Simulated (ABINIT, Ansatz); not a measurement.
# MgSiTe3 (Pm-3m): zone-centre phonons

Which modes does MgSiTe3 (Pm-3m) have at the zone centre?

Main program and level: ABINIT 10.8.3; DFT LDA, scalar-relativistic, plane waves, HGH norm-conserving pseudopotentials.

Most raw output is cut from this account.

The structure was built from a prototype and need not be the compound's stable phase.

### Step 1. The structure

The structure is cubic, space group Pm-3m (No. 221). The conventional cell has a = 5.176 Å, b = 5.176 Å, c = 5.176 Å, α = 90.00°, β = 90.00°, γ = 90.00°. Mg has 12 Te at 3.66 Å nearest. Si has 6 Te at 2.59 Å nearest. Te has 2 Si at 2.59 Å and 4 Mg at 3.66 Å nearest. Farther neighbours and most contacts between anions are not listed.

### Step 2. Relaxation

The harmonic expansion needs vanishing forces, and a free crystal bears no stress, so cell and atoms are brought to rest. Stress is more sensitive to the basis than forces are: the last 3 Ha under the cutoff are smoothed with ecutsm, and the cutoff is raised above that of the later runs.

The starting cell comes from a relaxation made beforehand in Ansatz (LDA, PseudoDojo NC).

relax.abi

```
# relaxation
ionmov 2
optcell 2
dilatmx 1.08
ntime 40
tolmxf 1.0d-05
tolvrs 1.0d-14
prtwf 0
prtden 0
chksymtnons 0

# basis, mesh and filling
ecut 38.0
ecutsm 3.0
ixc 7
ngkpt 4 4 4
nshiftk 1
shiftk 0.0 0.0 0.0
istwfk *1
occopt 3
tsmear 0.01
nband 19
nstep 100
diemac 1000000.0
prtebands 0
prtgsr 0

# cell and atoms
acell 3*1.0 Angstrom
rprim 
    5.176142543 0.0 0.0
    0.0 5.176142543 0.0
    0.0 0.0 5.176142543
ntypat 3
znucl 12 14 52
natom 5
typat 1 2 3 3 3
xred 
    0.0 0.0 0.0
    0.5 0.5 0.5
    0.5 0.5 0.0
    0.5 0.0 0.5
    0.0 0.5 0.5
pp_dirpath "./pseudo"
pseudos "Mg.hgh, Si.hgh, Te.hgh"
```

On the command line:

```
> OMP_NUM_THREADS=1 mpirun -n 4 abinit relax.abi > relax.log
```

Wall time 2.3 min (4 MPI ranks of Intel Xeon at 2.70GHz, shared host); 9.3 min of CPU time.

Relaxation path:

```tsv
step	energy less that of the first step (eV)	largest force (eV/Å)	volume (Å³)
1	0.0000	0.0000	138.68
2	-0.0054	0.0000	139.31
3	-0.0191	0.0000	142.77
4	-0.0192	0.0000	142.92
```

```tsv
conventional cell, symmetrised	before	after	change
a (Å)	5.176	5.228	+1.0 %
b (Å)	5.176	5.228	+1.0 %
c (Å)	5.176	5.228	+1.0 %
volume (Å³/atom)	27.74	28.58	+3.1 %
```

The relaxed structure:

```cif
data_structure
_symmetry_space_group_name_H-M 'P 1'
_symmetry_Int_Tables_number 1
_cell_length_a 5.2283
_cell_length_b 5.2283
_cell_length_c 5.2283
_cell_angle_alpha 90.000
_cell_angle_beta 90.000
_cell_angle_gamma 90.000
_cell_volume 142.92
loop_
_atom_site_label
_atom_site_type_symbol
_atom_site_fract_x
_atom_site_fract_y
_atom_site_fract_z
_atom_site_occupancy
Mg1 Mg 0.00000 0.00000 0.00000 1
Si2 Si 0.50000 0.50000 0.50000 1
Te3 Te 0.50000 0.50000 0.00000 1
Te4 Te 0.50000 0.00000 0.50000 1
Te5 Te 0.00000 0.50000 0.50000 1
```

Read from the output:

```yaml
volume_per_atom: 28.58 Å³
pressure: 0.001809 GPa
gap_on_the_k_mesh: 0 eV
```

The volume changes by +3.1 % from the cell with which this run began.

### Step 3. Ground state

First-order wavefunctions inherit every error of the ground state, hence the very tight tolvrs. Occupations are smeared.

gs.abi

```
# ground state
tolvrs 1.0d-16
prtden 1
prtwf 1

# basis, mesh and filling
ecut 30.0
ixc 7
ngkpt 4 4 4
nshiftk 1
shiftk 0.0 0.0 0.0
istwfk *1
occopt 3
tsmear 0.01
nband 19
nstep 100
diemac 1000000.0
prtebands 0
prtgsr 0

# cell and atoms
acell 3*1.0 Angstrom
rprim 
    5.228297802 0.0 0.0
    0.0 5.228297802 0.0
    0.0 0.0 5.228297802
ntypat 3
znucl 12 14 52
natom 5
typat 1 2 3 3 3
xred 
    0.0 0.0 0.0
    0.5 0.5 0.5
    0.5 0.5 0.0
    0.5 0.0 0.5
    0.0 0.5 0.5
pp_dirpath "./pseudo"
pseudos "Mg.hgh, Si.hgh, Te.hgh"
```

On the command line:

```
> OMP_NUM_THREADS=1 mpirun -n 4 abinit gs.abi > gs.log
```

It took 21 s on 4 MPI ranks; 81 s of CPU time.

This step gave:

- pressure: -0.003217 GPa

The cell stands at -0.0032 GPa, close enough for phonons.

### Step 4. Zone-centre response

At q = 0 one unit cell holds all displacements. The response is solved for single atoms along the cell's directions, and symmetry skips those that follow from others. The crystal is treated as a metal, which screens a static field, so no field response is asked.

dfpt_gamma.abi

```

# common to the responses
getwfk_filepath "gso_WFK"
kptopt 2
nqpt 1
qpt 0.0 0.0 0.0
asr 0
chneut 0

# displacements
rfphon 1
rfatpol 1 5
rfdir 1 1 1
tolvrs 1.0d-10
prtwf 0

# basis, mesh and filling
ecut 30.0
ixc 7
ngkpt 4 4 4
nshiftk 1
shiftk 0.0 0.0 0.0
istwfk *1
occopt 3
tsmear 0.01
nband 19
nstep 100
diemac 1000000.0
prtebands 0
prtgsr 0

# cell and atoms
acell 3*1.0 Angstrom
rprim 
    5.228297802 0.0 0.0
    0.0 5.228297802 0.0
    0.0 0.0 5.228297802
ntypat 3
znucl 12 14 52
natom 5
typat 1 2 3 3 3
xred 
    0.0 0.0 0.0
    0.5 0.5 0.5
    0.5 0.5 0.0
    0.5 0.0 0.5
    0.0 0.5 0.5
pp_dirpath "./pseudo"
pseudos "Mg.hgh, Si.hgh, Te.hgh"
```

On the command line:

```
> OMP_NUM_THREADS=1 mpirun -n 4 abinit dfpt_gamma.abi > dfpt_gamma.log
```

Elapsed: 3.5 min, on 4 MPI ranks.

Numbers from this step:

```yaml
largest_acoustic_frequency_at_the_zone_centre_before_the_sum_rule: -2.47 cm⁻¹
highest_optical_zone_centre_mode_no_lo_to_term: 180.3 cm⁻¹
lowest_optical_zone_centre_mode: -121.8 cm⁻¹
```

The acoustic modes at Γ come out as far as 2.5 cm⁻¹ from zero, where they should vanish, a small numerical error. The lowest optical mode is imaginary, 122i cm⁻¹, an instability at this level and on this k mesh.

### Step 5. Zone-centre analysis

anaddb reads the merged derivatives and imposes the acoustic sum rule.

anaddb.abi

```
ddb_filepath "gamma_DDB"
output_file "anaddb.abo"
outdata_prefix "anaddb"
asr 1
chneut 1
enunit 2
eivec 1
nph1l 1
qph1l 0.0 0.0 0.0 1.0
```

mrgddb.in

```
gamma_DDB
merged
2
dfpt_gammao_DDB
gso_DDB
```

On the command line:

```
> mrgddb < mrgddb.in > mrgddb.log
> OMP_NUM_THREADS=1 anaddb anaddb.abi > anaddb.log
```

Wall time 0.78 s (1 thread).

Numbers from this step:

```
lowest optical zone-centre mode : -121.7 cm⁻¹
```

No LO-TO term; unit eigenvectors of the mass-weighted matrix, from anaddb's displacements. The modes at Γ (shares of kinetic energy by element, %) (negative means imaginary):

```tsv
mode	frequency (cm⁻¹)	symmetry	Mg %	Si %	Te %
1	-121.7	T1u	75	8	17
2	-121.7	T1u	75	8	17
3	-121.7	T1u	75	8	17
4	-72.6	T1u	19	42	38
5	-72.6	T1u	19	42	38
6	-72.6	T1u	19	42	38
7	-69.3	T2u	0	0	100
8	-69.3	T2u	0	0	100
9	-69.3	T2u	0	0	100
10	0.0	acoustic	6	6	88
11	0.0	acoustic	6	6	88
12	0.0	acoustic	6	6	88
13	180.3	T1u	0	44	56
14	180.3	T1u	0	44	56
15	180.3	T1u	0	44	56
```

Displacements in mode 1 (-121.7 cm⁻¹), the largest set to 1:
```
Mg1  0.00  0.00 -1.00
Si2  0.00  0.00 -0.30
Te3  0.00  0.00 -0.04
Te4  0.00  0.00  0.15
Te5  0.00  0.00  0.15
```

Displacements in mode 13 (180.3 cm⁻¹), the largest set to 1:
```
Mg1  0.00  0.00  0.03
Si2  0.00  0.00 -1.00
Te3  0.00  0.00  0.49
Te4  0.00  0.00 -0.14
Te5  0.00  0.00 -0.14
```

The rule moves no optical mode by more than 0.1 cm⁻¹.

### Step 6. Cross-check with Ansatz

The same cell goes through another code, with its own cutoff. The potentials differ.

This step: DFT LDA, scalar-relativistic, plane waves, PseudoDojo norm-conserving pseudopotentials (Ansatz 0.2.0).

input.yaml

```yaml
crystal:
  lattice:
    - [5.2282978021, 0.0, 0.0]
    - [0.0, 5.2282978021, 0.0]
    - [0.0, 0.0, 5.2282978021]
  atoms:
    - { symbol: Mg, position: [0.0, 0.0, 0.0] }
    - { symbol: Si, position: [0.5, 0.5, 0.5] }
    - { symbol: Te, position: [0.5, 0.5, 0.0] }
    - { symbol: Te, position: [0.5, 0.0, 0.5] }
    - { symbol: Te, position: [0.0, 0.5, 0.5] }
kpoints:
  mp_grid: { grid: [4, 4, 4] }
hamiltonian:
  xc: lda
  pseudopotentials: { kind: nc, accuracy: standard }
scf:
  occupations: { method: fermi_dirac, width: 0.27211 }
output:
  eigenvalues: true
phonons:
  method: dfpt
```

On the command line:

```
> ansatz run input.yaml --threads 4 --pin off --max-ram 8192MiB --backend cpu --events-out ev --progress --plain --runs-dir out
```

It took 1.9 min on 4 threads; peak memory 2.5 GiB.

Read from the output:

```yaml
sum_rule_residual_before_enforcement: 2.18e-4 eV/Å²
highest_optical_zone_centre_mode_no_lo_to_term: 187.8 cm⁻¹
lowest_optical_zone_centre_mode: -120.0 cm⁻¹
```

### Step 7. Side by side: ABINIT HGH and Ansatz, PseudoDojo

Numbers from this step:

* root-mean-square difference: 5.13 cm⁻¹
* largest difference: 7.5 cm⁻¹

Optical modes, paired by symmetry label. Frequencies side by side, by row:

```tsv
q (reciprocal lattice)	mode	ABINIT HGH (cm⁻¹)	Ansatz, PseudoDojo (cm⁻¹)
0 0 0	1	-121.7	-120
0 0 0	2	-121.7	-120
0 0 0	3	-121.7	-120
0 0 0	4	-72.6	-65.9
0 0 0	5	-72.6	-65.9
0 0 0	6	-72.6	-65.9
0 0 0	7	-69.3	-68.2
0 0 0	8	-69.3	-68.2
0 0 0	9	-69.3	-68.2
0 0 0	13	180.3	187.8
0 0 0	14	180.3	187.8
0 0 0	15	180.3	187.8
```

At the zone centre the largest difference (acoustic modes at Γ apart) is 4 % of the highest mode.

### Step 8. Outcome

```json
{
  "space group after relaxation": "Pm-3m",
  "volume per atom": "28.6 Å³",
  "highest optical zone-centre mode (no LO-TO term)": "180.3 cm⁻¹",
  "lowest optical zone-centre mode": "-121.7 cm⁻¹",
  "imaginary optical modes at the zone centre (no q mesh in this session)": "yes",
  "largest difference from Ansatz, PseudoDojo": "7.5 cm⁻¹"
}
```

In words: At the LDA level the optical modes of MgSiTe3 (Pm-3m) at the zone centre run from 122i to 180 cm⁻¹, so the structure is a saddle point, with 9 modes beyond 10i cm⁻¹ there. ABINIT HGH and Ansatz, PseudoDojo differ by 5.1 cm⁻¹ in the root mean square and by 7.5 cm⁻¹ at most, 4.2 % of the highest mode compared (acoustic modes at Γ left out); the two use different potentials, and the cell was not relaxed for the second set. These are harmonic frequencies: anharmonic shifts and widths and the lattice's thermal expansion are left out. The Fermi-Dirac smearing of 0.01 Ha is an electronic temperature of 3158 K, which adds a pressure of its own and can shift the volume and soft modes. Spin-orbit coupling is left out, which can matter for the heavy elements here. The HGH files keep few electrons and have no core correction, which is cheap but rough for Mg. In a metal the frequencies hang on the k mesh and the smearing, most of all near Kohn anomalies. The structure is a hypothetical one, built on a prototype.

[Host names and launcher messages were left out of these logs when they were recorded.]

[Logs are printed without paths, hosts, clocks, repeated set-up lines and the standing remarks that a program may print on its own settings, such as how far it seeks lower states.]

[Hosts, paths, dates, database ids (printed as entryN), source tags and the programs' standing remarks are cut or masked in the printed files.]
